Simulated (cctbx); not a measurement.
**Reading a Patterson map**

Space group Cmcm (no. 63), a = 4.5800 Å, b = 7.9620 Å, c = 25.3260 Å, α = 90.00°, β = 90.00°, γ = 90.00°, content Sn16 Cu12 Li24.

Simulated single-crystal data (cctbx): Mo Kα, λ = 0.71073 Å, to d = 0.6 Å, 80 % of the full sphere, strongest reflection 40000 counts, noise from counting, a 4 % proportional error and a noise floor of 2 counts (s.d.); no absorption.

Patterson synthesis, origin scaled to 1000:

```text
Patterson group C m m m
      u       v       w   height  length (A)
  0.000   0.000   0.000   1000.0     0.00
  0.000   0.000   0.104    530.7     2.64
  0.000   0.000   0.500    433.7    12.66
  0.000   0.329   0.250    374.0     6.85
  0.000   0.331   0.146    278.9     4.54
  0.000   0.325   0.356    274.7     9.37
  0.000   0.345   0.500    265.8    12.96
  0.000   0.000   0.403    216.3    10.19
  0.000   0.000   0.446    206.1    11.29
  0.000   0.345   0.391    194.2    10.28
  0.000   0.000   0.217    192.6     5.50
  0.000   0.335   0.292    153.9     7.86
  0.000   0.338   0.047    141.7     2.95
  0.000   0.000   0.334    133.7     8.45
```

Q: Assign the vectors.

A peak at u stands for all pairs with xi − xj = u, with weight Σ ZiZj against Σ Z² = 50308 at the origin. Peak heights follow these weights only roughly, since form factors, motion and series ripples differ, all vectors within 0.55 Å of a peak are counted as merged into it though the farther ones add only part of their weight, and F(000) is left out, which lowers the whole map:

| u | v | w | shortest length (Å) | height | 1000 ΣZiZj/ΣZ² | pairs in the cell |
| --- | --- | --- | --- | --- | --- | --- |
| 0.000 | 0.000 | 0.104 | 2.63 | 531 | 643 | 8 × Sn–Sn, 8 × Sn–Cu, 8 × Cu–Li, 8 × Li–Li |
| 0.000 | 0.000 | 0.500 | 12.66 | 434 | 399 | 8 × Sn–Sn, 8 × Li–Li |
| 0.000 | 0.329 | 0.250 | 6.85 | 374 | 411 | 8 × Sn–Sn, 8 × Cu–Li |
| 0.000 | 0.331 | 0.146 | 4.54 | 279 | 394 | 4 × Sn–Sn, 4 × Sn–Cu, 4 × Cu–Cu, 4 × Sn–Li, 4 × Li–Li |
| 0.000 | 0.325 | 0.356 | 9.38 | 275 | 327 | 4 × Sn–Sn, 4 × Sn–Cu, 4 × Sn–Li, 4 × Li–Li |
| 0.000 | 0.345 | 0.500 | 12.93 | 266 | 324 | 4 × Sn–Sn, 6 × Cu–Cu, 8 × Sn–Li, 4 × Li–Li |
| 0.000 | 0.000 | 0.403 | 10.21 | 216 | 199 | 4 × Sn–Sn |
| 0.000 | 0.000 | 0.446 | 11.30 | 206 | 245 | 8 × Sn–Cu, 8 × Cu–Li, 4 × Li–Li |
| 0.000 | 0.345 | 0.391 | 10.24 | 194 | 240 | 4 × Sn–Cu, 2 × Sn–Sn, 8 × Cu–Li, 4 × Sn–Li |
| 0.000 | 0.000 | 0.217 | 5.50 | 193 | 293 | 8 × Sn–Cu, 16 × Sn–Li, 8 × Cu–Li, 4 × Li–Li |

The table stops at ten peaks or at a height of 45, below which ripples compete. In the model behind the data Sn, the heaviest element, has 2 independent sites: (1/2, 0.0039, 0.9513) and (0, 0.1711, 0.8037), up to an allowed shift of origin; the Sn–Sn vectors are differences of these positions and their symmetry mates. The whole model:

| atom | mult. | x | y | z | Ueq (Å²) |
| --- | --- | --- | --- | --- | --- |
| Sn1 | 8 | 1/2 | 0.0039 | 0.9513 | 0.0088 |
| Sn2 | 8 | 0 | 0.1711 | 0.8037 | 0.0119 |
| Cu1 | 4 | 0 | 0.1783 | 1/4 | 0.0131 |
| Cu2 | 8 | 0 | 0.1803 | 0.5876 | 0.0204 |
| Li1 | 8 | 1/2 | 0.0078 | 0.8208 | 0.0393 |
| Li2 | 8 | 1/2 | 0.4040 | 0.8606 | 0.0214 |
| Li3 | 8 | 1/2 | 0.3469 | 0.9743 | 0.0152 |

This is a model crystal, built by substitution and not relaxed, with assumed displacement parameters.

[Logs are printed without paths, hosts, clocks, repeated set-up lines and the standing remarks that a program may print on its own settings, such as how far it seeks lower states.]
